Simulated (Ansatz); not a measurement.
# Lattice dynamics of CsMgF3 (Pm-3m)

Aim: the vibrations of CsMgF3 (Pm-3m), their spectra, and whether the structure is stable.

Method: DFT PBEsol, scalar-relativistic, plane waves, PAW; PAW set soft_1, in Ansatz 0.2.0.

Most raw output is cut from this account.

## (1) Set-up

The structure is cubic, space group Pm-3m (No. 221). Conventional cell: a = 4.252 Å, b = 4.252 Å, c = 4.252 Å, α = 90.00°, β = 90.00°, γ = 90.00°. Cs has 12 F at 3.01 Å nearest. Mg has 6 F at 2.13 Å nearest. Nearest to F lie 2 Mg at 2.13 Å and 4 Cs at 3.01 Å. Farther neighbours and most contacts between anions are not listed.

## (2) Relaxation

The cell and atoms are relaxed, since residual forces and stress would shift the frequencies.

input.yaml

```yaml
crystal:
  lattice:
    - [4.252307, 0.0, 0.0]
    - [0.0, 4.252307, 0.0]
    - [0.0, 0.0, 4.252307]
  atoms:
    - { symbol: Cs, position: [0.0, 0.0, 0.0] }
    - { symbol: Mg, position: [0.5, 0.5, 0.5] }
    - { symbol: F, position: [0.0, 0.5, 0.5] }
    - { symbol: F, position: [0.5, 0.0, 0.5] }
    - { symbol: F, position: [0.5, 0.5, 0.0] }
kpoints:
  mp_grid: { grid: [6, 6, 6] }
hamiltonian:
  xc: pbesol
  pseudopotentials: { kind: paw, azcp: { folder: soft_1 }, xc_functional: pbe }
scf:
  occupations: { method: gaussian, width: 0.02 }
output:
  forces: true
  stress: true
  eigenvalues: true
relax:
  adjacent_minimum: "off"
  f_tol: 0.005
  max_steps: 80
  cell: { stress_tol: 0.05 }
```

Command:

```bash
$ ansatz run input.yaml --threads 4 --pin off --max-ram 10240MiB --backend cpu --events-out ev --progress --plain --runs-dir out
```

Elapsed: 4 s, on 4 threads of Intel Xeon Platinum 8375C at 2.90GHz (Ice Lake), shared host; peak memory 0.64 GiB.

Relaxation path:

| step | energy less that of the first step (eV) | largest force component (eV/Å) | pressure (GPa) | volume (Å³) |
| --- | --- | --- | --- | --- |
| 1 | 0.0000 | 0.0000 | -3.16 | 76.89 |
| 2 | -0.0382 | 0.0000 | -1.09 | 74.39 |
| 3 | -0.0446 | 0.0000 | 0.09 | 73.14 |
| 4 | -0.0444 | 0.0000 | 0.00 | 73.23 |
| 5* | -0.0394 | 0.0000 | -0.16 | 73.23 |
| 6 | -0.0398 | 0.0000 | 0.00 | 73.06 |
| 7* | -0.0395 | 0.0000 | 0.00 | 73.06 |

Relaxation steps marked * repeat the geometry before them on a plane-wave basis chosen anew for their cell, so energy and pressure can jump there.

The run keeps the 48 symmetry operations that it works with, so distortions that break them were not tested.

| conventional cell, symmetrised | before | after | change |
| --- | --- | --- | --- |
| a (Å) | 4.252 | 4.181 | -1.7 % |
| b (Å) | 4.252 | 4.181 | -1.7 % |
| c (Å) | 4.252 | 4.181 | -1.7 % |
| volume (Å³/atom) | 15.38 | 14.61 | -5.0 % |

Final coordinates:

```xyz
5
Lattice="4.1806 0.0000 0.0000 0.0000 4.1806 0.0000 0.0000 0.0000 4.1806" Properties=species:S:1:pos:R:3 pbc="T T T"
Cs    0.0000    0.0000    0.0000
Mg    2.0903    2.0903    2.0903
F     0.0000    2.0903    2.0903
F     2.0903    0.0000    2.0903
F     2.0903    2.0903    0.0000
```

This step gave:

```yaml
pressure: -0.004865 GPa
gap_on_the_k_mesh: 6.876 eV
volume_per_atom: 14.61 Å³
direct_gap_on_mesh: 6.876 eV
```

In this step the volume went from 15.38 to 14.61 Å³/atom.

## (3) Relaxing to small forces for the phonons

Phonons need a cell at rest on their own settings, so the relaxation is repeated with tight tolerances on forces and stress, using the mesh and the filling of the phonon run that follows.

input.yaml, the sections that differ from step 2:

```yaml
crystal:
  lattice:
    - [4.1805617951, 0.0, 0.0]
    - [0.0, 4.1805617951, 0.0]
    - [0.0, 0.0, 4.1805617951]
  atoms:
    - { symbol: Cs, position: [0.0, 0.0, 0.0] }
    - { symbol: Mg, position: [0.5, 0.5, 0.5] }
    - { symbol: F, position: [0.0, 0.5, 0.5] }
    - { symbol: F, position: [0.5, 0.0, 0.5] }
    - { symbol: F, position: [0.5, 0.5, 0.0] }
kpoints:
  mp_grid: { grid: [8, 8, 8] }
scf:
  occupations: { method: fixed }
relax:
  adjacent_minimum: "off"
  f_tol: 0.001
  max_steps: 60
  cell: { stress_tol: 0.01 }
# hamiltonian, output: as in step 2
```

Run time: 2 s. Hardware: 4 threads; peak memory 0.66 GiB; 7 s of CPU time.

Little changed from the start: no atom moved by 0.005 Å and no cell edge by 0.1 %.

Numbers from this step:

| Item | Value |
| --- | --- |
| pressure | -0.005681 GPa |

The forces vanish by symmetry and the pressure is -0.006 GPa, within the tolerances set. The cell now holds 14.61 Å³/atom.

## (4) Linear response at the zone centre

The zone centre comes first: it holds the modes that light can see, as far as symmetry allows. The response to a homogeneous field gives the Born charges and the dielectric tensor, and its change with displacement the Raman tensors.

input.yaml, as its differences from that of step 3:

```diff
@@ -19,9 +19,7 @@
 output:
-  forces: true
-  stress: true
   eigenvalues: true
-relax:
-  adjacent_minimum: "off"
-  f_tol: 0.001
-  max_steps: 60
-  cell: { stress_tol: 0.01 }
+phonons:
+  method: dfpt
+  dielectric: true
+  rigid_motions: translations
+  raman: true
```

Wall time 90 s (4 threads); peak memory 1.7 GiB; 5.8 min of CPU time.

This step gave:

- sum-rule residual before enforcement: 0.001108 eV/Å²
- miss of the charge sum rule: 2.79e-5 e
- point group: m-3m
- highest optical mode at the zone centre (no LO-TO term): 305.4 cm⁻¹
- lowest optical zone-centre mode: 148.7 cm⁻¹
- mean high-frequency dielectric constant: 2.515
- largest Born charge (third of the trace): 2.170 e
- mean static dielectric constant: 7.506
- top of the zone-centre spectrum with the field: 430.3 cm⁻¹

Without the LO-TO term. Patterns of degenerate modes are one choice out of their space. The modes at Γ (shares of kinetic energy by element, %):

| mode | frequency (cm⁻¹) | symmetry | Cs % | Mg % | F % |
| --- | --- | --- | --- | --- | --- |
| 1 | 0.0 | acoustic | 62 | 11 | 27 |
| 2 | 0.0 | acoustic | 62 | 11 | 27 |
| 3 | 0.0 | acoustic | 62 | 11 | 27 |
| 4 | 148.7 | T1u | 38 | 19 | 43 |
| 5 | 148.7 | T1u | 38 | 19 | 43 |
| 6 | 148.7 | T1u | 38 | 19 | 43 |
| 7 | 216.1 | T2u | 0 | 0 | 100 |
| 8 | 216.1 | T2u | 0 | 0 | 100 |
| 9 | 216.1 | T2u | 0 | 0 | 100 |
| 10 | 262.6 | T1u | 0 | 62 | 38 |
| 11 | 262.6 | T1u | 0 | 62 | 38 |
| 12 | 262.6 | T1u | 0 | 62 | 38 |
| 13 | 305.4 | T1u | 0 | 8 | 92 |
| 14 | 305.4 | T1u | 0 | 8 | 92 |
| 15 | 305.4 | T1u | 0 | 8 | 92 |

Displacements in mode 6 (148.7 cm⁻¹), the largest set to 1:
```
Cs1 -0.01  0.50  0.36
Mg2  0.02 -0.84 -0.60
F3   0.02 -0.72 -0.52
F4   0.02 -1.00 -0.52
F5   0.02 -0.72 -0.72
```

Displacements in mode 9 (216.1 cm⁻¹), the largest set to 1:
```
Cs1  0.00  0.00  0.00
Mg2  0.00  0.00  0.00
F3   0.00  0.59  1.00
F4   0.20  0.00 -1.00
F5  -0.20 -0.59  0.00
```

Optical modes at the zone centre, without and with the macroscopic field of the longitudinal modes; each column is sorted by frequency, so a row need not hold one and the same mode. Modes with and without the field, by row:

| rank among optical modes | no field (cm⁻¹) | q along (1, 0, 0) (cm⁻¹) |
| --- | --- | --- |
| 1 | 148.7 | 148.7 |
| 2 | 148.7 | 148.7 |
| 3 | 148.7 | 158.6 |
| 4 | 216.1 | 216.1 |
| 5 | 216.1 | 216.1 |
| 6 | 216.1 | 216.1 |
| 7 | 262.6 | 262.6 |
| 8 | 262.6 | 262.6 |
| 9 | 262.6 | 301.9 |
| 10 | 305.4 | 305.4 |
| 11 | 305.4 | 305.4 |
| 12 | 305.4 | 430.3 |

Born charge (rows field, columns displacement) (e), principal values of the symmetric part by kind of site:

| atom | atoms with these values | low | middle | high | mean |
| --- | --- | --- | --- | --- | --- |
| Cs1 | 1 | 1.43 | 1.43 | 1.43 | 1.43 |
| Mg2 | 1 | 2.17 | 2.17 | 2.17 | 2.17 |
| F3 | 3 | -1.23 | -1.19 | -1.19 | -1.20 |

In full for Cs1:

```
1.43 0.00 0.00
0.00 1.43 0.00
0.00 0.00 1.43
```

High-frequency dielectric tensor:

```
2.52 0.00 0.00
0.00 2.52 0.00
0.00 0.00 2.52
```

Static dielectric tensor (ions relaxed, fixed cell):

```
7.51 0.00 0.00
0.00 7.51 0.00
0.00 0.00 7.51
```

Transverse modes. Lines of the infrared spectrum (strongest = 100):

| position (cm⁻¹) | label | relative intensity |
| --- | --- | --- |
| 149 | T1u | 10 |
| 216 | T2u | 0.0 |
| 263 | T1u | 100 |
| 305 | T1u | 7.8 |

Before it was imposed, the acoustic sum rule was missed by 0.0011 eV/Å² and the charge sum rule by 2.8e-5 e. Small misses are needed for a sound result but don't prove that mesh and cutoff are converged. The lowest optical mode is real, 149 cm⁻¹.

## (5) Phonons on a q mesh

Stability and thermal properties need the whole zone. Linear response on a 4×4×4 q mesh gives force constants as far as a supercell of that size would, and the tensors from the zone-centre run are typed in so that the long-range dipole term is interpolated apart.

input.yaml, the sections that differ from step 4:

```yaml
phonons:
  method: dfpt
  qmesh: [4, 4, 4]
  temperatures: { t_max: 1000, t_step: 50 }
  qpath:
    path:
      - [[0.0, 0.0, 0.0], [0.0, 0.5, 0.0], [0.5, 0.5, 0.0], [0.0, 0.0, 0.0], [0.5, 0.5, 0.5], [0.0, 0.5, 0.0]]
      - [[0.5, 0.5, 0.5], [0.5, 0.5, 0.0]]
    npoints: 10
  non_analytic_term:
    high_frequency_dielectric_tensor: [[2.515, 0.0, 0.0], [0.0, 2.515, 0.0], [0.0, 0.0, 2.515]]
    born_effective_charges:
      - { species: Cs, tensor: [[1.4345, 0.0, 0.0], [0.0, 1.4345, 0.0], [0.0, 0.0, 1.4345]] }
      - { species: Mg, tensor: [[2.1701, 0.0, 0.0], [0.0, 2.1701, 0.0], [0.0, 0.0, 2.1701]] }
      - { species: F, tensor: [[-1.2341, 0.0, 0.0], [0.0, -1.1853, 0.0], [0.0, 0.0, -1.1853]] }
      - { species: F, tensor: [[-1.1853, 0.0, 0.0], [0.0, -1.2341, 0.0], [0.0, 0.0, -1.1853]] }
      - { species: F, tensor: [[-1.1853, 0.0, 0.0], [0.0, -1.1853, 0.0], [0.0, 0.0, -1.2341]] }
    source: "zone-centre run at this cell"
# crystal, kpoints, hamiltonian, scf, output: as in step 4
```

Elapsed: 7.1 min, on 4 threads; peak memory 2.5 GiB; 27 min of CPU time.

Numbers from this step:

| Quantity | Value |
| --- | --- |
| sum-rule residual before enforcement | 0.001116 eV/Å² |
| lowest frequency on the path | 0 cm⁻¹ |
| highest frequency on the path or at a solved wavevector | 430.3 cm⁻¹ |
| mean frequency | 220.6 cm⁻¹ |
| Debye temperature (second moment) | 442 K |
| logarithmic mean frequency | 198.2 cm⁻¹ |
| lowest mode on the q mesh (acoustic modes at Γ apart) | 58.82 cm⁻¹ |
| zero-point energy per atom | 41.02 meV |
| heat capacity at 300 K | 22.48 J/(mol atoms K) |
| vibrational entropy at 300 K | 27.50 J/(mol atoms K) |
| edges of the widest gap between branches, on path and mesh | 113.8, 148.7 cm⁻¹ |

Frequencies (cm⁻¹) solved at each irreducible wavevector; negative means imaginary. Frequencies by wavevector, by row:

| q in reciprocal lattice units | star | mode 1 | mode 2 | mode 3 | mode 4 | mode 13 | mode 14 | mode 15 |
| --- | --- | --- | --- | --- | --- | --- | --- | --- |
| 0 0 0 | 1 | 0 | 0 | 0 | 148.7 | 305.4 | 305.4 | 305.4 |
| 0 0 0.25 | 6 | 58.8 | 58.8 | 82 | 150.8 | 302.5 | 304.8 | 422.7 |
| 0 0 -0.5 | 3 | 85 | 85 | 113.8 | 152.1 | 299.6 | 313 | 410.7 |
| 0 0.25 0.25 | 12 | 59.7 | 75.7 | 100.1 | 160.8 | 299.1 | 323.4 | 403.8 |
| 0 0.25 -0.5 | 12 | 84.2 | 88 | 93.9 | 173 | 295.7 | 357.3 | 376.1 |
| 0 -0.5 -0.5 | 3 | 84.2 | 84.2 | 90.5 | 185.2 | 329.2 | 329.2 | 360.7 |
| 0.25 0.25 0.25 | 8 | 76.4 | 76.4 | 98.4 | 172.7 | 288.3 | 325.7 | 398.2 |
| 0.25 0.25 -0.5 | 12 | 88 | 90.2 | 91.5 | 175.4 | 283.7 | 351.8 | 381.2 |
| 0.25 -0.5 -0.5 | 6 | 90 | 90 | 93.9 | 181.9 | 322.8 | 322.8 | 384.2 |
| -0.5 -0.5 -0.5 | 1 | 94.3 | 94.3 | 94.3 | 178.5 | 315.2 | 315.2 | 387.4 |

Interpolated from a 4×4×4 q mesh, with the LO-TO term (at Γ the limit along the path; where Γ stands inside the path, tables give the limit on arrival). The phonon branches at the labelled points (cm⁻¹):

| point | branch 1 | branch 2 | branch 3 | branch 4 | branch 12 | branch 13 | branch 14 | branch 15 |
| --- | --- | --- | --- | --- | --- | --- | --- | --- |
| Γ | 0 | 0 | 0 | 149 | 302 | 305 | 305 | 430 |
| halfway | 59 | 59 | 82 | 151 | 302 | 302 | 305 | 423 |
| X | 85 | 85 | 114 | 152 | 300 | 300 | 313 | 411 |
| halfway | 84 | 88 | 94 | 173 | 287 | 296 | 357 | 376 |
| M | 84 | 84 | 90 | 185 | 300 | 329 | 329 | 361 |
| halfway | 60 | 76 | 100 | 161 | 293 | 299 | 323 | 404 |
| Γ | 0 | 0 | 0 | 149 | 302 | 305 | 305 | 430 |
| halfway | 76 | 76 | 98 | 173 | 288 | 288 | 326 | 398 |
| R | 94 | 94 | 94 | 178 | 315 | 315 | 315 | 387 |
| halfway | 88 | 90 | 92 | 176 | 281 | 284 | 352 | 381 |
| X | 85 | 85 | 114 | 152 | 300 | 300 | 313 | 411 |
| jump to R | 94 | 94 | 94 | 178 | 315 | 315 | 315 | 387 |
| halfway | 90 | 90 | 94 | 182 | 282 | 323 | 323 | 384 |
| M | 84 | 84 | 90 | 185 | 300 | 329 | 329 | 361 |

Tetrahedra on a 16×16×16 mesh, mean over bins of 5 cm-1. Interpolated from a 4×4×4 q mesh. The phonon density of states by wavenumber; read off at these points:

wavenumber (cm⁻¹), phonon density of states (1/cm⁻¹/cell) and a bar:
```
        2      0.000 
       18      0.001 
       32      0.003 #
       48      0.007 ##
       62      0.017 ####
       78      0.048 ###########
       92      0.127 ##############################
      108      0.005 #
      122      0.000 
      138      0.000 
      152      0.033 ########
      168      0.043 ##########
      182      0.093 ######################
      198      0.088 #####################
      212      0.078 ###################
      222      0.045 ###########
      238      0.058 ##############
      248      0.083 ####################
      252      0.064 ###############
      262      0.110 ##########################
      268      0.063 ###############
      282      0.066 ################
      298      0.065 ###############
      312      0.024 ######
      328      0.029 #######
      342      0.021 #####
      358      0.008 ##
      372      0.012 ###
      388      0.039 #########
      402      0.015 ###
      418      0.009 ##
      432      0.000
```

The partial phonon density of states has structure finer than the step of the table below, so its rows give means over 20 cm⁻¹, whole bins alone (the curve runs from -10 to 452 cm⁻¹). Peaks (cm⁻¹: height): Cs 88.9: 0.116; F 184.9: 0.0694, 211.1: 0.0640, 231.4: 0.0693, 257.6: 0.0727, 330.3: 0.0202, 388.5: 0.0224; Mg 167.4: 0.0109, 260.5: 0.0306, 289.6: 0.0244, 315.8: 0.0171, 391.4: 0.00965.

Phonopy on the run's constants, 13x13x13 mesh, Gaussian sigma 3.3 cm-1. Interpolated from a 4×4×4 q mesh. The partial phonon density of states by wavenumber; means over each step; values in 1/cm⁻¹/cell:

| wavenumber (cm⁻¹) | Cs | F | Mg |
| --- | --- | --- | --- |
| 0 | 4.3e-5 | 1.8e-5 | 8.7e-6 |
| 20 | 7.3e-4 | 2.8e-4 | 1.2e-4 |
| 40 | 0.00331 | 0.00103 | 4.3e-4 |
| 60 | 0.0125 | 0.00249 | 0.00102 |
| 80 | 0.0661 | 0.00414 | 0.00195 |
| 100 | 0.0524 | 0.00153 | 0.00110 |
| 120 | 5.9e-4 | 2.4e-5 | 1.3e-5 |
| 140 | 6.4e-4 | 0.00135 | 6.4e-4 |
| 160 | 0.00530 | 0.0225 | 0.00955 |
| 180 | 0.00367 | 0.0532 | 0.00898 |
| 200 | 0.00139 | 0.0578 | 0.00771 |
| 220 | 7.6e-4 | 0.0555 | 0.00412 |
| 240 | 7.2e-4 | 0.0590 | 0.00557 |
| 260 | 6.5e-4 | 0.0618 | 0.0228 |
| 280 | 1.6e-4 | 0.0373 | 0.0230 |
| 300 | 1.5e-4 | 0.0290 | 0.0187 |
| 320 | 1.5e-4 | 0.0139 | 0.0141 |
| 340 | 1.2e-4 | 0.0146 | 0.00834 |
| 360 | 6.2e-5 | 0.00663 | 0.00299 |
| 380 | 1.3e-4 | 0.0146 | 0.00625 |
| 400 | 1.5e-4 | 0.00948 | 0.00815 |
| 420 | 9.9e-5 | 0.00358 | 0.00427 |
| 440 | 4.6e-6 | 1.4e-4 | 1.6e-4 |

Harmonic thermodynamic functions per atom, from the density of states. Interpolated from a 4×4×4 q mesh. Thermodynamic functions, by row:

| T (K) | F_vib (meV/atom) | S (J/mol-atom/K) | C_V (J/mol-atom/K) |
| --- | --- | --- | --- |
| 0 | 41.02 | 0 | 0 |
| 50 | 40.72 | 2.042 | 4.41 |
| 100 | 38.31 | 7.523 | 12.11 |
| 200 | 24.44 | 18.85 | 19.95 |
| 300 | 0.21 | 27.5 | 22.48 |
| 400 | -31.87 | 34.13 | 23.5 |
| 500 | -70.08 | 39.43 | 24 |
| 600 | -113.3 | 43.83 | 24.28 |
| 700 | -160.7 | 47.59 | 24.45 |
| 800 | -211.8 | 50.86 | 24.57 |
| 900 | -266 | 53.76 | 24.64 |
| 1000 | -323.1 | 56.36 | 24.7 |

Harmonic mean-square displacement, third of the trace. Interpolated from a 4×4×4 q mesh. Mean square displacements, by row:

| T (K) | Cs1 U_eq (Å²) | Mg2 U_eq (Å²) | F3 U_eq (Å²) | F4 U_eq (Å²) | F5 U_eq (Å²) |
| --- | --- | --- | --- | --- | --- |
| 0 | 0.00147 | 0.00286 | 0.00399 | 0.00399 | 0.00399 |
| 100 | 0.00294 | 0.00355 | 0.00481 | 0.00481 | 0.00481 |
| 300 | 0.00804 | 0.00716 | 0.00977 | 0.00977 | 0.00977 |
| 600 | 0.01594 | 0.01351 | 0.01852 | 0.01852 | 0.01852 |

Symmetry leaves 10 wavevectors to solve. The lowest mode among them, the acoustic zeros apart, lies at q = (0, 0, 0.25) and is real, 58.8 cm⁻¹.

## (6) Isotope substitution

An isotope changes the mass and not the force constants, so no new electronic calculation is needed; the shifts show which modes move this element.

The same force constants with the mass of Mg changed from 24.305 to 25.983 u (phonopy, no LO-TO term). Both lists are sorted by frequency; levels can cross, so a row need not hold one and the same mode. Modes under 3 cm⁻¹ are left out. Isotope shifts, by row, the first 40 of 57 rows:

| q | rank | natural mass (cm⁻¹) | changed mass (cm⁻¹) |
| --- | --- | --- | --- |
| 0 0 0 | 4 | 148.7 | 147.7 |
| 0 0 0 | 5 | 148.7 | 147.7 |
| 0 0 0 | 6 | 148.7 | 147.7 |
| 0 0 0 | 7 | 216.1 | 216.1 |
| 0 0 0 | 8 | 216.1 | 216.1 |
| 0 0 0 | 9 | 216.1 | 216.1 |
| 0 0 0 | 10 | 262.6 | 257.3 |
| 0 0 0 | 11 | 262.6 | 257.3 |
| 0 0 0 | 12 | 262.6 | 257.3 |
| 0 0 0 | 13 | 305.4 | 304.7 |
| 0 0 0 | 14 | 305.4 | 304.7 |
| 0 0 0 | 15 | 305.4 | 304.7 |
| 0 0 0.25 | 1 | 58.82 | 58.68 |
| 0 0 0.25 | 2 | 58.82 | 58.68 |
| 0 0 0.25 | 3 | 82.04 | 81.92 |
| 0 0 0.25 | 4 | 150.8 | 149.4 |
| 0 0 0.25 | 5 | 150.8 | 149.4 |
| 0 0 0.25 | 6 | 186.6 | 184.1 |
| 0 0 0.25 | 7 | 220.8 | 220.8 |
| 0 0 0.25 | 8 | 220.8 | 220.8 |
| 0 0 0.25 | 9 | 222.4 | 222.4 |
| 0 0 0.25 | 10 | 260.7 | 255.8 |
| 0 0 0.25 | 11 | 260.7 | 255.8 |
| 0 0 0.25 | 12 | 302.5 | 301.6 |
| 0 0 0.25 | 13 | 302.5 | 301.6 |
| 0 0 0.25 | 14 | 304.8 | 304.8 |
| 0 0 0.25 | 15 | 422.7 | 415 |
| 0 0 -0.5 | 1 | 85.05 | 85.05 |
| 0 0 -0.5 | 2 | 85.05 | 85.05 |
| 0 0 -0.5 | 3 | 113.8 | 113.8 |
| 0 0 -0.5 | 4 | 152.1 | 150.2 |
| 0 0 -0.5 | 5 | 152.1 | 150.2 |
| 0 0 -0.5 | 6 | 211.3 | 208.6 |
| 0 0 -0.5 | 7 | 225.7 | 225.7 |
| 0 0 -0.5 | 8 | 225.7 | 225.7 |
| 0 0 -0.5 | 9 | 228.4 | 228.4 |
| 0 0 -0.5 | 10 | 258.3 | 253.9 |
| 0 0 -0.5 | 11 | 258.3 | 253.9 |
| 0 0 -0.5 | 12 | 299.6 | 298.4 |
| 0 0 -0.5 | 13 | 299.6 | 298.4 |

A mode of this element alone would shift by -3.28 %. The highest zone-centre frequency without the field goes from 305.4 to 304.7 cm⁻¹ (-0.2 %). The product of the frequency ratios over all optical modes at Γ is 0.915; the product rule, (m/m′)^(3k/2) (M′/M)^(3/2) with k = 1 such atoms and M the mass of the cell, gives 0.915.

## (7) Results

| Property | Result |
| --- | --- |
| space group after relaxation (within 0.01 Å) | Pm-3m |
| volume per atom | 14.6 Å³ |
| gap on the k-mesh | 6.88 eV |
| highest optical mode at the zone centre (no LO-TO term) | 305 cm⁻¹ |
| top of the zone-centre spectrum with the field | 430 cm⁻¹ |
| lowest optical zone-centre mode | 149 cm⁻¹ |
| mean high-frequency dielectric constant | 2.52 |
| mean static dielectric constant | 7.51 |
| largest Born charge (third of the trace) | 2.17 e |
| lowest mode on the q mesh (acoustic modes at Γ apart) | 58.8 cm⁻¹ |
| highest frequency on the path or at a solved wavevector | 430 cm⁻¹ |
| zero-point energy per atom | 41.0 meV |
| heat capacity at 300 K | 22.5 J/(mol atoms K) |
| vibrational entropy at 300 K | 27.5 J/(mol atoms K) |
| Debye temperature (second moment) | 442 K |
| imaginary modes on the 4×4×4 q mesh | none |

In words: The structure is a minimum as far as tested: no mode is imaginary at the 10 irreducible wavevectors of the 4×4×4 mesh, and the softest away from the acoustic zeros lies at 59 cm⁻¹. Without the field, the optical modes at Γ span 149 to 305 cm⁻¹. The highest mode in this list at Γ, 305.4 cm⁻¹, is mostly motion of F (92 % of the kinetic energy). With the macroscopic field of the longitudinal modes the top of the zone-centre spectrum lies at 430 cm⁻¹, against 305 cm⁻¹ without it. Lattice motion raises the mean dielectric constant from 2.515 to 7.506. The strongest infrared line is at 263 cm⁻¹. No mode is Raman active to first order. On the path and the mesh, the widest gap between branches runs from 114 to 149 cm⁻¹. Spin-orbit coupling is left out, which can matter for the heavy elements here. The PAW files were made for PBE and serve the other functionals too. These are harmonic frequencies at zero temperature: anharmonic shifts, linewidths and thermal expansion are left out.

[Logs are printed without paths, hosts, clocks, repeated set-up lines and the standing remarks that a program may print on its own settings, such as how far it seeks lower states.]

[Hosts, paths, dates, database ids (printed as entryN), source tags and the programs' standing remarks are cut or masked in the printed files.]
